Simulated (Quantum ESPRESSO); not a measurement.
## NiO: which magnetic order is lowest

Wanted: the moments of NiO and the energy of each order that was tried.

Method: LDA; plane waves with GBRV 1.5 LDA potentials, no spin-orbit coupling, in Quantum ESPRESSO 7.5.

This is a report of a sequence of runs, with most program output left out.

## (1) The starting structure

The structure is cubic, space group Fm-3m (No. 225). Conventional cell: a = 4.172 Å, b = 4.172 Å, c = 4.172 Å, α = 90.00°, β = 90.00°, γ = 90.00°. Ni has 6 O at 2.09 Å nearest. O has 6 Ni at 2.09 Å nearest. Farther neighbours and most contacts between anions are not listed.

The cell comes from the Crystallography Open Database.

## (2) Run 1 (ferro +)

The signs are those of the starting moments on the seeded atoms, the atoms that are given a moment.

pw.in reads:

```
&CONTROL
  calculation = 'scf'
  prefix = 'pwscf'
  outdir = './tmp'
  pseudo_dir = './pseudo'
  disk_io = 'nowf'
/
&SYSTEM
  ibrav = 0
  celldm(1) = 8
  nat = 2
  ntyp = 2
  ecutwfc = 40
  ecutrho = 280
  nbnd = 20
  occupations = 'smearing'
  smearing = 'fd'
  degauss = 0.00367493
  nspin = 2
  starting_magnetization(1) = 0.1111
  starting_magnetization(2) = 0
/
&ELECTRONS
  conv_thr = 4d-09
  electron_maxstep = 150
  mixing_beta = 0.3
/
ATOMIC_SPECIES
Ni     58.6934 ni_lda_v1.4.uspp.F.UPF
O      15.9990 o_lda_v1.2.uspp.F.UPF
CELL_PARAMETERS alat
   0.0000000000000    0.4927228531442    0.4927228531442
   0.4927228531442    0.0000000000000    0.4927228531442
   0.4927228531442    0.4927228531442    0.0000000000000
ATOMIC_POSITIONS crystal
Ni      0.0000000000    0.0000000000    0.0000000000
O       0.5000000000    0.5000000000    0.5000000000
K_POINTS automatic
8 8 8 0 0 0
```

Command:

```bash
OMP_NUM_THREADS=1 mpirun -n 4 pw.x -nk 4 -in pw.in > pw.out
```

Wall time 4.3 s (4 MPI ranks of Arm Neoverse V2, shared host); peak memory 0.24 GiB; 17 s of CPU time.

Spin moment in the atom's sphere by atom:

| atom | spin moment in the atom's sphere (μB) |
| --- | --- |
| Ni1 | 0.573 |
| O2 | 0.106 |

Read from the output:

| Item | Value |
| --- | --- |
| smearing term TS | 0.01337 eV |
| magnetization | 0.7 μB |
| absolute magnetization | 0.703 μB |
| final state | ferromagnetic |

## (3) Start 2: antiferro q=(0,1/2,1/2) +−

The cell is doubled to 4 atoms to hold this order. The wavevector q is in fractions of the reciprocal vectors of the crystal's primitive cell, as the cells of these inputs are built from it; moments change sign between cells as cos(2π q·R).

pw.in reads:

```
&CONTROL
  calculation = 'scf'
  prefix = 'pwscf'
  outdir = './tmp'
  pseudo_dir = './pseudo'
  disk_io = 'nowf'
/
&SYSTEM
  ibrav = 0
  celldm(1) = 8
  nat = 4
  ntyp = 3
  ecutwfc = 40
  ecutrho = 280
  nbnd = 33
  occupations = 'smearing'
  smearing = 'fd'
  degauss = 0.00367493
  nspin = 2
  starting_magnetization(1) = 0.1111
  starting_magnetization(2) = -0.1111
  starting_magnetization(3) = 0
/
&ELECTRONS
  conv_thr = 8d-09
  electron_maxstep = 150
  mixing_beta = 0.3
/
ATOMIC_SPECIES
Ni1    58.6934 ni_lda_v1.4.uspp.F.UPF
Ni2    58.6934 ni_lda_v1.4.uspp.F.UPF
O      15.9990 o_lda_v1.2.uspp.F.UPF
CELL_PARAMETERS alat
   0.0000000000000    0.4927228531442    0.4927228531442
   0.9854457062883    0.0000000000000    0.9854457062883
   0.9854457062883    0.4927228531442    0.4927228531442
ATOMIC_POSITIONS crystal
Ni1     0.0000000000    0.0000000000    0.0000000000
Ni2     0.0000000000    0.5000000000    0.0000000000
O       0.5000000000    0.0000000000    0.5000000000
O       0.5000000000    0.5000000000    0.5000000000
K_POINTS automatic
8 4 8 0 0 0
```

Elapsed: 31 s, on 4 MPI ranks; peak memory 0.35 GiB.

Spin moment in the atom's sphere by atom:

| atom | spin moment in the atom's sphere (μB) |
| --- | --- |
| Ni1 | 0.370 |
| Ni2 | -0.375 |
| O3 | -0.025 |
| O4 | 0.024 |

This step gave:

```yaml
smearing_term_ts: 0.03673 eV
magnetization: -0.006 μB
absolute_magnetization: 0.832 μB
final_state: antiferromagnetic
```

## (4) Run 3, typed as antiferro q=(0,0,1/2) +−

This order needs a doubled cell of 4 atoms.

pw.in: that of step 3 with these lines changed.

```diff
@@ -34,10 +34,10 @@
    0.0000000000000    0.4927228531442    0.4927228531442
-   0.9854457062883    0.0000000000000    0.9854457062883
-   0.9854457062883    0.4927228531442    0.4927228531442
+   0.4927228531442    0.0000000000000    0.4927228531442
+   0.9854457062883    0.9854457062883    0.0000000000000
 ATOMIC_POSITIONS crystal
 Ni1     0.0000000000    0.0000000000    0.0000000000
-Ni2     0.0000000000    0.5000000000    0.0000000000
-O       0.5000000000    0.0000000000    0.5000000000
-O       0.5000000000    0.5000000000    0.5000000000
+Ni2     0.0000000000    0.0000000000    0.5000000000
+O       0.5000000000    0.5000000000    0.2500000000
+O       0.5000000000    0.5000000000    0.7500000000
 K_POINTS automatic
-8 4 8 0 0 0
+8 8 4 0 0 0
```

It took 15 s on 4 MPI ranks; peak memory 0.33 GiB.

Spin moment in the atom's sphere by atom:

| atom | spin moment in the atom's sphere (μB) |
| --- | --- |
| Ni1 | 1.19 |
| Ni2 | -1.19 |
| O3 | 0.00 |
| O4 | 0.00 |

Numbers from this step:

| Item | Value |
| --- | --- |
| smearing term TS | 0.001633 eV |
| magnetization | 0 μB |
| absolute magnetization | 2.626 μB |
| final state | antiferromagnetic |

## (5) Run 4, typed as no spin polarisation

pw.in reads:

```
&CONTROL
  calculation = 'scf'
  prefix = 'pwscf'
  outdir = './tmp'
  pseudo_dir = './pseudo'
  disk_io = 'nowf'
/
&SYSTEM
  ibrav = 0
  celldm(1) = 8
  nat = 2
  ntyp = 2
  ecutwfc = 40
  ecutrho = 280
  nbnd = 19
  occupations = 'smearing'
  smearing = 'fd'
  degauss = 0.00367493
/
&ELECTRONS
  conv_thr = 4d-09
  electron_maxstep = 150
  mixing_beta = 0.3
/
ATOMIC_SPECIES
Ni     58.6934 ni_lda_v1.4.uspp.F.UPF
O      15.9990 o_lda_v1.2.uspp.F.UPF
CELL_PARAMETERS alat
   0.0000000000000    0.4927228531442    0.4927228531442
   0.4927228531442    0.0000000000000    0.4927228531442
   0.4927228531442    0.4927228531442    0.0000000000000
ATOMIC_POSITIONS crystal
Ni      0.0000000000    0.0000000000    0.0000000000
O       0.5000000000    0.5000000000    0.5000000000
K_POINTS automatic
8 8 8 0 0 0
```

Wall time 2.4 s (4 MPI ranks); peak memory 0.22 GiB; 9.1 s of CPU time.

Read from the output:

* smearing term TS: 0.02346 eV
* final state: non-magnetic (no spin polarisation)

## (6) Energies of the orders

An order is kept where moments of 0.15 μB or more survive with the typed signs; meshes match where a doubled cell samples the same k points as the first cell.

Orders:

| start | final state | typed order kept | energy over the lowest (meV a seeded atom) | largest site moment (μB) | net moment (μB a cell of the first run) | mesh matched | CPU time (s) |
| --- | --- | --- | --- | --- | --- | --- | --- |
| ferro + | ferromagnetic | yes | 148.6 | 0.5728 | 0.7001 | yes | 16.83 |
| antiferro q=(0,1/2,1/2) +- | antiferromagnetic | yes | 153.8 | 0.3749 | 0.003049 | yes | 124.2 |
| antiferro q=(0,0,1/2) +- | antiferromagnetic | yes | 0 | 1.189 | 0 | yes | 59.66 |
| no spin polarisation | non-magnetic | - | 159.6 | 0 | 0 | yes | 9.07 |

## (7) The lowest state again, with its states saved

pw.in reads:

```
&CONTROL
  calculation = 'scf'
  prefix = 'pwscf'
  outdir = './tmp'
  pseudo_dir = './pseudo'
  disk_io = 'low'
/
&SYSTEM
  ibrav = 0
  celldm(1) = 8
  nat = 4
  ntyp = 3
  ecutwfc = 40
  ecutrho = 280
  nbnd = 37
  occupations = 'smearing'
  smearing = 'fd'
  degauss = 0.00367493
  nspin = 2
  starting_magnetization(1) = 0.1111
  starting_magnetization(2) = -0.1111
  starting_magnetization(3) = 0
/
&ELECTRONS
  conv_thr = 8d-09
  electron_maxstep = 150
  mixing_beta = 0.3
/
ATOMIC_SPECIES
Ni1    58.6934 ni_lda_v1.4.uspp.F.UPF
Ni2    58.6934 ni_lda_v1.4.uspp.F.UPF
O      15.9990 o_lda_v1.2.uspp.F.UPF
CELL_PARAMETERS alat
   0.0000000000000    0.4927228531442    0.4927228531442
   0.4927228531442    0.0000000000000    0.4927228531442
   0.9854457062883    0.9854457062883    0.0000000000000
ATOMIC_POSITIONS crystal
Ni1     0.0000000000    0.0000000000    0.0000000000
Ni2     0.0000000000    0.0000000000    0.5000000000
O       0.5000000000    0.5000000000    0.2500000000
O       0.5000000000    0.5000000000    0.7500000000
K_POINTS automatic
8 8 4 0 0 0
```

Run time: 17 s. Hardware: 4 MPI ranks; peak memory 0.34 GiB.

Numbers from this step:

* smearing term TS: 0.001634 eV
* magnetization: 0 μB
* absolute magnetization: 2.626 μB
* final state: antiferromagnetic
* largest moment: 1.189 μB

## (8) Löwdin moments

projwfc.x projects the saved states on orthogonalised atomic orbitals of the pseudopotential files.

The job ended after 1.5 s (4 MPI ranks; peak memory 0.06 GiB).

| atom | moment in the sphere (μB) | Löwdin moment (μB) | Löwdin charge (e) |
| --- | --- | --- | --- |
| Ni1 | 1.189 | 1.180 | 17.715 |
| Ni2 | -1.189 | -1.180 | 17.715 |
| O3 | 0.000 | 0.000 | 6.227 |
| O4 | 0.000 | 0.000 | 6.227 |

## (9) Summary of results

| Item | Value |
| --- | --- |
| lowest state found | antiferromagnetic (from antiferro q=(0,0,1/2) +-) |
| largest site moment | 1.19 μB |
| next state with moments | ferromagnetic, 149 meV a seeded atom higher |
| state without moments | 160 meV a seeded atom higher |

The largest moment reads 1.19 μB in the sphere and 1.18 μB by Löwdin projection; a site moment hangs on how space is shared out. This is the lowest of 4 collinear or spinless starts, no proof of the ground state. No Hubbard term acts here. In such compounds local and semilocal functionals without one often delocalise the d electrons, and can shrink or lose moments and miss the size, sign and order of the couplings.

[Logs and program files are shortened in this print: banners, set-up blocks, solver, clock and traceback lines can be left out without a mark of their own.]

[Logs are printed without paths, hosts, clocks, repeated set-up lines and the standing remarks that a program may print on its own settings, such as how far it seeks lower states.]

[Hosts, paths, dates, database ids (printed as entryN), source tags and the programs' standing remarks are cut or masked in the printed files.]

[Where a cell is said to come from a database of computed structures, the database is the Materials Project.]
